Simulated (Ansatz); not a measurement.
## Lattice dynamics of TiSi (model cell, started as wurtzite)

Aim: the vibrations of TiSi (model cell, started as wurtzite), their spectra, and whether the structure is stable.

Program: Ansatz 0.2.0. Level of theory: DFT LDA, scalar-relativistic, plane waves, PAW. Results are calculated unless marked as measured.

The structure was built from a prototype and need not be the compound's stable phase.

### Step 1. The starting structure

The structure is hexagonal, space group P6_3mc (No. 186). Conventional cell: a = 3.922 Å, b = 3.922 Å, c = 6.405 Å, α = 90.00°, β = 90.00°, γ = 120.00°. Nearest to Ti lie 4 Si at 2.40 Å. Nearest to Si lie 4 Ti at 2.40 Å. Farther neighbours are not listed.

### Step 2. Relaxation, k-mesh 12×12×6

Harmonic phonons are second derivatives at a point where the forces vanish, and they are wanted at zero stress, so atoms and cell are relaxed first.

Contents of input.yaml:

```yaml
crystal:
  lattice:
    - [3.92196, 0.0, 0.0]
    - [-1.96098, 3.39652, 0.0]
    - [0.0, 0.0, 6.40456]
  atoms:
    - { symbol: Ti, position: [0.333333, 0.666667, 0.0] }
    - { symbol: Ti, position: [0.666667, 0.333333, 0.5] }
    - { symbol: Si, position: [0.333333, 0.666667, 0.375] }
    - { symbol: Si, position: [0.666667, 0.333333, 0.875] }
kpoints:
  mp_grid: { grid: [12, 12, 6] }
hamiltonian:
  xc: lda
scf:
  occupations: { method: gaussian, width: 0.1 }
output:
  forces: true
  stress: true
  eigenvalues: true
  write_density: true
  write_potential: true
  elf: true
  volumetric_format: npy
relax:
  adjacent_minimum: "off"
  f_tol: 0.005
  max_steps: 80
  cell: { stress_tol: 0.05 }
```

On the command line:

```console
> ansatz run input.yaml --threads 4 --pin off --max-ram 7168MiB --backend cpu --events-out ev --progress --plain --runs-dir out
```

Numbers of over 12 decimals in the logs are rounded to 6 here.

What it wrote:

```text
Warning: the atoms were moved onto the symmetric positions of the space group found under crystal.symmetry.tolerance 1.0e-5 (fractional; no operation is sought that the atoms, as they stand in a round, miss by more than twice it, and no atom is moved by as much as it), and the run uses the moved positions. Before a round's move an operation carried an atom to 3.92e-6 Å from where it should land, the largest such dist [...]
Engine: ansatz 0.2.0, aarch64-unknown-linux-gnu
Pseudopotentials: kind: paw
Pseudopotential: Ti, paw, valence charge 12, recommended cutoff 420 eV (normal), Ti.paw.azcp
Pseudopotential: Si, paw, valence charge 4, recommended cutoff 420 eV (normal), Si.paw.azcp
Functional definition: SPW92
  exchange = slater_x
  correlation = pw_c
Crystal: 4 atoms, lattice volume = 85.315 Å³
Basis set: ecut = 420 eV, 1713 PW (Γ)
Bands: 20, of which v1, the nominal top of the filled ones, is band 16 counted from 1 (15 counted from 0)
Symmetry: 12 space group operations
Space group: P63mc (ITA 186), of the structure as read, at distance tolerance 4.4e-5 Å
k-points: 76 of 864 (time reversal used)
Non-local potential: Ti, projectors of the file, l = 0: 3, l = 1: 2, l = 2: 3, l = 3: 1
Non-local potential: Si, projectors of the file, l = 0: 2, l = 1: 2, l = 2: 2
PAW form: soft (Blöchl's): semilocal exchange-correlation on the pseudo side does not see the compensation charge
PAW frozen core: Ti, regenerated for the run's functional, and the local potential with it (the file was generated under x = pbe(κ = 0.804, μ = 0.219515), c = pbe(β = 0.066725))
PAW frozen core: Si, regenerated for the run's functional, and the local potential with it (the file was generated under x = pbe(κ = 0.804, μ = 0.219515), c = pbe(β = 0.066725))
PAW one-centre angular grid: Ti, 590 points (default); XC on 64 Gauss nodes
PAW one-centre angular grid: Si, 110 points (default); XC on 64 Gauss nodes
Initial density: superposition of atomic densities (neutral atoms: chi_scale 0, normalization atom), corrected by the library's trained network
Initial wavefunctions: pseudopotential atomic-orbital guess
Functional: x = slater, c = lda
SCF iter   1: F=—  HF=-6115.342334 eV  |F-HF|=—  |Δ(HF+E_count)|=         —  Δρ=5.29e-3  dr2=2.17e-2  ethr=1.77e-3  ⟨swp⟩=5.3  Hψ=7169  notcnv=0
preconditioner: auto → Kerker (q_TF=auto, 2.317 Å⁻¹)  [metal: Δε(μ)=0.058 eV  Ē_g=3.739 eV  σ=0.100 eV  W_gap=0.32  n_scr=22 (ndim 8)  ℏωp=16.1 eV  f_vac=0.000  D(μ)=0.30/eV (n_scr^D=0)]
SCF iter   2: F=—  HF=-6115.337317 eV  |F-HF|=—  |Δ(HF+E_count)|=   5.02e-3  Δρ=2.87e-3  dr2=8.06e-3  ethr=6.79e-5  ⟨swp⟩=1.0  Hψ=2128  notcnv=0
SCF iter   3: F=—  HF=-6115.334879 eV  |F-HF|=—  |Δ(HF+E_count)|=   2.44e-3  Δρ=9.50e-4  dr2=8.54e-4  ethr=2.52e-5  ⟨swp⟩=2.0  Hψ=2017  notcnv=0
SCF iter   4: F=—  HF=-6115.334684 eV  |F-HF|=—  |Δ(HF+E_count)|=   1.94e-4  Δρ=2.67e-4  dr2=9.65e-5  ethr=2.67e-6  ⟨swp⟩=2.8  Hψ=2569  notcnv=0
SCF iter   5: F=—  HF=-6115.334685 eV  |F-HF|=—  |Δ(HF+E_count)|=   9.51e-7  Δρ=9.99e-5  dr2=1.02e-5  ethr=3.02e-7  ⟨swp⟩=2.0  Hψ=1945  notcnv=0
SCF iter   6: F=—  HF=-6115.334687 eV  |F-HF|=—  |Δ(HF+E_count)|=   1.85e-6  Δρ=2.11e-5  dr2=4.61e-7  ethr=3.20e-8  ⟨swp⟩=2.3  Hψ=2057  notcnv=0
SCF iter   7: F=-6115.334687 eV  HF=-6115.334687 eV  |F-HF|=6.94e-9  |Δ(HF+E_count)|=   1.71e-7  Δρ=5.57e-6  dr2=2.81e-8  ethr=3.13e-10  ⟨swp⟩=8.3  Hψ=9245  notcnv=0
SCF 1 converged in 7 iterations: F = -6115.334687 eV  dr2 = 2.81e-8
  greatest PAW one-centre occupation: 0.999 electrons in one spin orbital (limit 2), on the Ti atom at site 1 (counted from 0), in its partial waves of l = 0
relax step   1: F+E_penalty+E_count = -6115.33468745 eV  Δ(F+E_penalty+E_count) = +0.000e0 eV  max|allowed force component| = 2.694e-1 eV/Å  Δτ_max = 0.0000 Å  P = +4.267 GPa  Ω = 85.315 Å³  (7 SCF iters, dr2 threshold 1.00e-7 eV, accepted)
Crystal: 4 atoms, lattice volume = 88.938 Å³
Basis set: ecut = 420 eV, 1725 PW (Γ)
Initial density: handed on by an earlier stage of this run
Initial wavefunctions: those handed on with the density
iter 1 solved again at ethr=7.03e-5 eV; its pass at ethr=3.10e-3 eV (dr2=2.25e-2 eV) is discarded
SCF iter   1: F=—  HF=-6115.574495 eV  |F-HF|=—  |Δ(HF+E_count)|=         —  Δρ=7.01e-3  dr2=2.26e-2  ethr=7.03e-5  ⟨swp⟩=1.3  Hψ=8859  notcnv=0
preconditioner: auto → Resta (q_TF=auto, 2.301 Å⁻¹)  ε∞=19.4  [insulator: Δε(μ)=0.223 eV  Ē_g=3.675 eV  σ=0.100 eV  W_gap=0.87  n_scr=22 (ndim 8)  ℏωp=15.7 eV  f_vac=0.000  D(μ)=0.18/eV (n_scr^D=0)  ε∞_Penn≈19.4]
SCF iter   2: F=—  HF=-6115.572256 eV  |F-HF|=—  |Δ(HF+E_count)|=   2.24e-3  Δρ=3.84e-3  dr2=7.73e-3  ethr=7.03e-5  ⟨swp⟩=1.0  Hψ=1520  notcnv=0
SCF iter   3: F=—  HF=-6115.571382 eV  |F-HF|=—  |Δ(HF+E_count)|=   8.74e-4  Δρ=8.49e-4  dr2=9.51e-4  ethr=2.41e-5  ⟨swp⟩=2.0  Hψ=2067  notcnv=0
SCF iter   4: F=—  HF=-6115.571251 eV  |F-HF|=—  |Δ(HF+E_count)|=   1.31e-4  Δρ=3.24e-4  dr2=9.55e-5  ethr=2.97e-6  ⟨swp⟩=2.0  Hψ=1955  notcnv=0
SCF iter   5: F=—  HF=-6115.571254 eV  |F-HF|=—  |Δ(HF+E_count)|=   2.94e-6  Δρ=7.26e-5  dr2=5.99e-6  ethr=2.98e-7  ⟨swp⟩=2.3  Hψ=2030  notcnv=0
SCF iter   6: F=—  HF=-6115.571254 eV  |F-HF|=—  |Δ(HF+E_count)|=   3.56e-7  Δρ=2.33e-5  dr2=6.04e-7  ethr=1.87e-8  ⟨swp⟩=2.3  Hψ=2608  notcnv=0
SCF iter   7: F=-6115.571254 eV  HF=-6115.571254 eV  |F-HF|=2.99e-9  |Δ(HF+E_count)|=   1.75e-7  Δρ=5.35e-6  dr2=2.89e-8  ethr=1.25e-9  ⟨swp⟩=9.8  Hψ=11044  notcnv=0
SCF 2 converged in 7 iterations: F = -6115.571254 eV  dr2 = 2.89e-8
relax step   2: F+E_penalty+E_count = -6115.57125445 eV  Δ(F+E_penalty+E_count) = -2.366e-1 eV  max|allowed force component| = 5.727e-1 eV/Å  Δτ_max = 0.0453 Å  P = +0.151 GPa  Ω = 88.938 Å³  energy of the carried Pulay correction = -6.763e-4 eV  (7 SCF iters, dr2 threshold 4.00e-7 eV, accepted)
Crystal: 4 atoms, lattice volume = 88.063 Å³
Basis set: ecut = 420 eV, 1663 PW (Γ)
iter 1 solved again at ethr=7.62e-5 eV; its pass at ethr=3.10e-3 eV (dr2=2.44e-2 eV) is discarded
SCF iter   1: F=—  HF=-6116.016423 eV  |F-HF|=—  |Δ(HF+E_count)|=         —  Δρ=8.58e-3  dr2=2.45e-2  ethr=7.62e-5  ⟨swp⟩=1.4  Hψ=9844  notcnv=0
preconditioner: auto → Resta (q_TF=auto, 2.305 Å⁻¹)  ε∞=18.9  [insulator: Δε(μ)=0.311 eV  Ē_g=3.741 eV  σ=0.100 eV  W_gap=0.97  n_scr=22 (ndim 8)  ℏωp=15.8 eV  f_vac=0.000  D(μ)=0.02/eV (n_scr^D=0)  ε∞_Penn≈18.9]
SCF iter   2: F=—  HF=-6116.015090 eV  |F-HF|=—  |Δ(HF+E_count)|=   1.33e-3  Δρ=4.78e-3  dr2=9.00e-3  ethr=7.62e-5  ⟨swp⟩=1.0  Hψ=1520  notcnv=0
SCF iter   3: F=—  HF=-6116.014512 eV  |F-HF|=—  |Δ(HF+E_count)|=   5.78e-4  Δρ=6.31e-4  dr2=4.66e-4  ethr=2.81e-5  ⟨swp⟩=2.6  Hψ=2092  notcnv=0
[...]
relax step   5: F+E_penalty+E_count = -6117.43978656 eV  Δ(F+E_penalty+E_count) = -7.675e-1 eV  max|allowed force component| = 9.834e-1 eV/Å  Δτ_max = 0.0869 Å  P = -3.067 GPa  Ω = 82.073 Å³  energy of the carried Pulay correction = +6.300e-4 eV  (7 SCF iters, dr2 threshold 4.00e-7 eV, accepted)
relax step   6: F+E_penalty+E_count = -6118.03370830 eV  Δ(F+E_penalty+E_count) = -5.939e-1 eV  max|allowed force component| = 6.591e-1 eV/Å  Δτ_max = 0.0755 Å  P = -0.918 GPa  Ω = 78.405 Å³  energy of the carried Pulay correction = +1.373e-3 eV  (7 SCF iters, dr2 threshold 4.00e-7 eV, accepted)
relax step   7: F+E_penalty+E_count = -6117.93594419 eV  Δ(F+E_penalty+E_count) = +9.776e-2 eV  max|allowed force component| = 1.418e0 eV/Å  Δτ_max = 0.0993 Å  P = +4.068 GPa  Ω = 76.156 Å³  energy of the carried Pulay correction = +1.845e-3 eV  (7 SCF iters, dr2 threshold 4.00e-7 eV, rejected (line search))
relax step   8: F+E_penalty+E_count = -6118.15323623 eV  Δ(F+E_penalty+E_count) = -1.195e-1 eV  max|allowed force component| = 1.438e-5 eV/Å  Δτ_max = 0.0454 Å  P = -0.775 GPa  Ω = 78.488 Å³  energy of the carried Pulay correction = +1.356e-3 eV  (10 SCF iters, accepted)
relax step   9: F+E_penalty+E_count = -6118.15526179 eV  Δ(F+E_penalty+E_count) = -2.026e-3 eV  max|allowed force component| = 1.558e-4 eV/Å  Δτ_max = 0.0000 Å  P = -0.060 GPa  Ω = 77.873 Å³  energy of the carried Pulay correction = +1.484e-3 eV  (6 SCF iters, dr2 threshold 4.00e-7 eV, accepted)
relax step  10: F+E_penalty+E_count = -6118.15528196 eV  Δ(F+E_penalty+E_count) = -2.017e-5 eV  max|allowed force component| = 2.272e-7 eV/Å  Δτ_max = 0.0000 Å  P = -0.001 GPa  Ω = 77.824 Å³  energy of the carried Pulay correction = +1.494e-3 eV  (6 SCF iters, accepted)
relax step  11: F+E_penalty+E_count = -6118.16285085 eV  Δ(F+E_penalty+E_count) = -7.569e-3 eV  max|allowed force component| = 3.710e-6 eV/Å  Δτ_max = 0.0000 Å  P = +0.187 GPa  Ω = 77.824 Å³  stress off target by 2.78e-1 GPa  SCF on the basis re-selected at this cell (its energy is not comparable with the rows above)  (7 SCF iters)
relax step  12: F+E_penalty+E_count = -6118.16296521 eV  Δ(F+E_penalty+E_count) = -1.144e-4 eV  max|allowed force component| = 4.232e-5 eV/Å  Δτ_max = 0.0000 Å  P = +0.007 GPa  Ω = 77.988 Å³  energy of the carried Pulay correction = -3.565e-5 eV  (6 SCF iters, dr2 threshold 1.93e-7 eV, accepted)
iter 1 solved again at ethr=2.56e-8 eV; its pass at ethr=3.10e-3 eV (dr2=8.19e-6 eV) is discarded
SCF iter   1: F=—  HF=-6118.163004 eV  |F-HF|=—  |Δ(HF+E_count)|=         —  Δρ=3.08e-6  dr2=1.77e-9  ethr=2.56e-8  ⟨swp⟩=3.9  Hψ=11655  notcnv=0
preconditioner: auto → Kerker (q_TF=auto, 2.352 Å⁻¹)  [metal: Δε(μ)=0.036 eV  Ē_g=4.235 eV  σ=0.100 eV  W_gap=0.20  n_scr=20 (ndim 8)  ℏωp=16.8 eV  f_vac=0.000  D(μ)=0.89/eV (n_scr^D=2)]
SCF iter   2: F=—  HF=-6118.163007 eV  |F-HF|=—  |Δ(HF+E_count)|=   2.86e-6  Δρ=1.63e-6  dr2=5.42e-10  ethr=5.54e-12  ⟨swp⟩=3.0  Hψ=3106  notcnv=0
SCF iter   3: F=—  HF=-6118.163007 eV  |F-HF|=—  |Δ(HF+E_count)|=  9.97e-10  Δρ=1.92e-7  dr2=5.43e-11  ethr=1.69e-12  ⟨swp⟩=2.4  Hψ=2454  notcnv=0
iter 4 did not close the SCF: its close was put off for the readings that it lacked (scf_convergence_deferred on its scf_iter line)
SCF iter   4: F=-6118.163007 eV  HF=-6118.163007 eV  |F-HF|=2.73e-12  |Δ(HF+E_count)|=  3.64e-12  Δρ=1.18e-7  dr2=2.10e-11  ethr=1.00e-12  ⟨swp⟩=1.0  Hψ=1520  notcnv=0
iter 5 did not close the SCF: its close was put off for the readings that it lacked (scf_convergence_deferred on its scf_iter line)
SCF iter   5: F=-6118.163007 eV  HF=-6118.163007 eV  |F-HF|=1.27e-11  |Δ(HF+E_count)|=  1.82e-12  Δρ=1.12e-7  dr2=1.39e-11  ethr=1.00e-12  ⟨swp⟩=1.0  Hψ=1520  notcnv=0
iter 6 did not close the SCF: its close was put off for the readings that it lacked (scf_convergence_deferred on its scf_iter line)
SCF iter   6: F=-6118.163007 eV  HF=-6118.163007 eV  |F-HF|=2.73e-12  |Δ(HF+E_count)|=    0.00e0  Δρ=1.52e-8  dr2=1.67e-13  ethr=1.00e-12  ⟨swp⟩=1.0  Hψ=1520  notcnv=0
iter 7 did not close the SCF: its close was put off for the readings that it lacked (scf_convergence_deferred on its scf_iter line)
SCF iter   7: F=-6118.163007 eV  HF=-6118.163007 eV  |F-HF|=1.82e-12  |Δ(HF+E_count)|=    0.00e0  Δρ=5.55e-9  dr2=3.58e-14  ethr=1.00e-12  ⟨swp⟩=1.0  Hψ=1520  notcnv=0
SCF iter   8: F=-6118.163007 eV  HF=-6118.163007 eV  |F-HF|=1.82e-12  |Δ(HF+E_count)|=  1.82e-12  Δρ=1.49e-9  dr2=1.88e-15  ethr=1.00e-12  ⟨swp⟩=3.0  Hψ=5109  notcnv=0
SCF 13 converged in 8 iterations: F = -6118.163007 eV  dr2 = 1.88e-15
relax step  13: F+E_penalty+E_count = -6118.16300718 eV  Δ(F+E_penalty+E_count) = -4.198e-5 eV  max|allowed force component| = 4.232e-5 eV/Å  Δτ_max = 0.0000 Å  P = +0.008 GPa  Ω = 77.988 Å³  stress off target by 1.09e-2 GPa  SCF on the basis re-selected at this cell (its energy is not comparable with the rows above)  (8 SCF iters)
basis re-selected at this cell: Δ(F+E_penalty+E_count) = -4.198e-5 eV, ΔP = +0.001 GPa vs the last step (what re-selecting the basis moved, of the pressure what is left beyond the Pulay correction that the steps carried, after the strain that the cell walked since its last selection, with what the two solves' SCF thresholds leave and, on support functions, any second-order correction that the steps lacked; it is no m [...]
SCF converged after 8 iterations
Free energy (F): -6118.163007 eV
Harris-Foulkes:  -6118.163007 eV  (|F-HF|=1.82e-12)
Internal energy: -6118.158566 eV  (E = F + TS)
E sigma→0 (E₀):  -6118.160787 eV
Entropy (-TS):   -0.004441 eV (-1.110 meV/atom)
Fermi energy:    8.021075 eV
--- Per-component energies (eV) ---
  E_band       = -403.188540
  E_kinetic    = 627.675353
  E_local      = -2384.628001  (includes V_loc(G=0)·N_el)
  E_nonlocal   = 81.250153
  E_hartree    = 980.379910
  E_xc         = -303.786532
  E_vxc        = -338.429977  (∫ρ·V_xc dr)
  E_paw        = -2970.899753  (= ΣΔE_a)
  E_vpaw       = -349.816096  (= ΣTr[D̂ρ^β])
  E_aug_tail   = 0.000208  (compensation charges beyond the density's cutoff)
  E_ewald      = -2148.970466
  E_core_change = 0.820562  (= ΣΔE_core)
  E_smearing   = -0.004441  (= −TS)
  E_closure    = -0.000000  (closes the sum)
  Σ components = -6118.163007   (vs F -6118.163007, Δ=0.00e0)
--- Forces (eV/Å), atoms counted from 1 ---
  atom   1  Ti     0.00000000     0.00000000     0.00003751
  atom   2  Ti     0.00000000    -0.00000000     0.00003751
  atom   3  Si    -0.00000000    -0.00000000    -0.00004713
  atom   4  Si    -0.00000000     0.00000000    -0.00004713
  max |Σ_I F_I| component: 1.92e-5 eV/Å
--- Stress (GPa, compression-positive) ---
        0.010912      -0.000000      -0.000000
       -0.000000       0.010912       0.000000
       -0.000000       0.000000       0.003604
  P = ⅓ Tr σ = 0.0085 GPa (0.085 kbar)
--- Band table (eV; the first three rows and the last of 76) ---
  k-point 0: bands = [... 12 lower, 6.4718, 6.9157, 6.9157, 8.2394, 8.2394, 8.8843, 10.0491, 10.0491]
  k-point 1: bands = [... 12 lower, 6.4162, 6.7219, 6.7219, 8.4603, 8.5780, 8.5780, 10.1397, 10.1397]
  k-point 2: bands = [... 12 lower, 6.3215, 6.4484, 6.4484, 7.4531, 9.2393, 9.2393, 10.1835, 10.1835]
  k-point 75: bands = [... 12 lower, 6.0316, 6.0316, 7.4659, 7.4659, 8.5333, 8.5333, 10.0121, 10.0121]
--- Relaxed structure (11 steps of the walk, 10 accepted, 2 SCFs on fresh bases) ---
  F+E_penalty+E_count = -6118.16300718 eV   max|allowed force component| = 4.232e-5 eV/Å   (the final SCF, on the basis selected at the relaxed cell)
  cell:  # Å, volume = 77.9880 Å³
    - [4.303910, 0, 0]
    - [-2.151955, 3.727296, -9.021456721005874e-18]
    - [0, -1.7011083825922343e-17, 4.861505]
  atoms:
    - { symbol: Ti, position: [0.333333, 0.666667, -0.062500] }
    - { symbol: Ti, position: [0.666667, 0.333333, 0.437500] }
    - { symbol: Si, position: [0.333333, 0.666667, 0.437500] }
    - { symbol: Si, position: [0.666667, 0.333333, 0.937500] }
```

It took 55 s on 4 threads of Arm Neoverse V1, shared host; peak memory 0.45 GiB.

Relaxation path:

| step | energy less that of the first step (eV) | largest force component (eV/Å) | pressure (GPa) | volume (Å³) |
| --- | --- | --- | --- | --- |
| 1 | 0.0000 | 0.2694 | 4.27 | 85.32 |
| 2 | -0.2366 | 0.5727 | 0.15 | 88.94 |
| 3 | -0.6798 | 0.9844 | -1.66 | 88.06 |
| 4 | -1.3376 | 1.0661 | -2.72 | 85.37 |
| 5 | -2.1051 | 0.9834 | -3.07 | 82.07 |
| 6 | -2.6990 | 0.6591 | -0.92 | 78.40 |
| 7 | -2.6013 | 1.4181 | 4.07 | 76.16 |
| 8 | -2.8185 | 0.0000 | -0.78 | 78.49 |
| 9 | -2.8206 | 0.0002 | -0.06 | 77.87 |
| 10 | -2.8206 | 0.0000 | 0.00 | 77.82 |
| 11* | -2.8282 | 0.0000 | 0.19 | 77.82 |
| 12 | -2.8283 | 0.0000 | 0.01 | 77.99 |
| 13* | -2.8283 | 0.0000 | 0.01 | 77.99 |

Relaxation steps marked * repeat the geometry before them on a plane-wave basis chosen anew for their cell, so energy and pressure can jump there. Relaxation step 7 was tried and not accepted.

Forces are held to the 12 operations that the run works with; a distortion that breaks them can't arise in this run.

| cell as run | before | after | change |
| --- | --- | --- | --- |
| a (Å) | 3.922 | 4.304 | +9.7 % |
| b (Å) | 3.922 | 4.304 | +9.7 % |
| c (Å) | 6.405 | 4.862 | -24.1 % |
| volume (Å³/atom) | 21.33 | 19.50 | -8.6 % |

The atoms that moved most (Å, as changes of fractional coordinates times the final cell):

| atom | dx | dy | dz | length |
| --- | --- | --- | --- | --- |
| Si4 | 0.000 | 0.000 | 0.304 | 0.304 |
| Ti1 | 0.000 | 0.000 | -0.304 | 0.304 |
| Ti2 | 0.000 | 0.000 | -0.304 | 0.304 |
| Si3 | 0.000 | 0.000 | 0.304 | 0.304 |

Final coordinates:

```xyz
4
Lattice="4.3039 0.0000 0.0000 -2.1520 3.7273 0.0000 0.0000 0.0000 4.8615" Properties=species:S:1:pos:R:3 pbc="T T T"
Ti    0.0000    2.4849   -0.3038
Ti    2.1520    1.2424    2.1269
Si    0.0000    2.4849    2.1269
Si    2.1520    1.2424    4.5577
```

Numbers from this step:

```
pressure          : 0.008476 GPa
volume per atom   : 19.50 Å³
gap on the k-mesh : 0 eV
```

ELF in the ac plane at fractional y = 0.333, with atoms of Ti and Si within 0.2 Å of it. It is the smooth field of the valence electrons, not physical close to the nuclei.

Ten even steps from '0' (0.05) to '9' (0.77), each cell a mean:
```
40003797454699
40003798444799
41003799867998
42113689999987
44344554454455
56665311343112
67886313777411
68887326624731
68887327503731
68886314777511
56776311465212
44444433333334
42123678888886
41003799878998
40003798544798
```
Columns run along a (4.3 Å), rows up along c (4.9 Å). Atoms in or near the plane, at fractional coordinates: Ti at (0.67, 0.44), Si at (0.67, 0.94).

Valence density in the ac plane at fractional y = 0.333, with atoms of Ti and Si within 0.2 Å of it. It is the smooth field of the valence electrons, not physical close to the nuclei.

Values in units of 1e0 e/Å³, 15 rows by 14 columns, each cell a mean:
```
0.2 0.1 0.1 0.1 0.2 0.2 0.4 0.4 0.2 0.1 0.1 0.3 0.4 0.3
0.2 0.1 0.1 0.1 0.2 0.2 0.3 0.4 0.3 0.2 0.2 0.4 0.4 0.3
0.1 0.1 0.1 0.1 0.1 0.2 0.3 0.4 0.4 0.4 0.4 0.4 0.3 0.2
0.1 0.1 0.1 0.1 0.1 0.2 0.2 0.3 0.4 0.4 0.4 0.3 0.2 0.2
0.1 0.1 0.1 0.1 0.1 0.1 0.2 0.3 0.4 0.4 0.4 0.3 0.2 0.2
0.1 0.1 0.1 0.1 0.1 0.1 0.2 0.3 0.6 1.0 0.7 0.4 0.2 0.2
0.2 0.2 0.2 0.2 0.2 0.2 0.3 1.0 3.0 4.9 3.8 1.5 0.4 0.2
0.2 0.2 0.2 0.2 0.2 0.2 0.4 2.4 6.4 9.0 7.5 3.4 0.7 0.2
0.2 0.2 0.2 0.2 0.2 0.2 0.4 2.7 7.1 9.7 8.3 3.9 0.8 0.2
0.2 0.2 0.2 0.2 0.2 0.2 0.3 1.3 3.8 6.0 4.7 1.9 0.4 0.2
0.1 0.1 0.1 0.1 0.1 0.2 0.2 0.4 1.1 1.8 1.3 0.6 0.2 0.2
0.1 0.1 0.1 0.1 0.1 0.1 0.2 0.3 0.4 0.5 0.4 0.3 0.2 0.1
0.1 0.1 0.1 0.1 0.1 0.2 0.2 0.3 0.4 0.4 0.4 0.3 0.2 0.2
0.1 0.1 0.1 0.1 0.1 0.2 0.3 0.4 0.4 0.4 0.4 0.4 0.3 0.2
0.2 0.1 0.1 0.1 0.1 0.2 0.3 0.4 0.3 0.2 0.3 0.4 0.4 0.3
```
Columns run along a (4.3 Å), rows up along c (4.9 Å). Atoms in or near the plane, at fractional coordinates: Ti at (0.67, 0.44), Si at (0.67, 0.94).

Electrostatic potential energy in the ac plane at fractional y = 0.333, with atoms of Ti and Si within 0.2 Å of it. With pseudopotentials it is smooth inside the atoms' cores, unlike the true potential.

Ten even steps from '0' (-44 eV) to '9' (12 eV), each cell a mean:
```
99999983000178
99999984000379
99999997423689
99999998877899
99999999888999
99999998766799
99999985333579
99999974222368
99999873222368
99999985323479
99999997655789
99999999888899
99999999878899
99999997544789
99999985100379
```
Columns run along a (4.3 Å; values clipped at the 3rd and 97th percentile), rows up along c (4.9 Å). Atoms in or near the plane, at fractional coordinates: Ti at (0.67, 0.44), Si at (0.67, 0.94).

In this step the volume went from 21.33 to 19.50 Å³/atom.

(Continued in part 2 of 3.)

[Logs are printed without paths, hosts, clocks, repeated set-up lines and the standing remarks that a program may print on its own settings, such as how far it seeks lower states.]

[Hosts, paths, dates, database ids (printed as entryN), source tags and the programs' standing remarks are cut or masked in the printed files.]
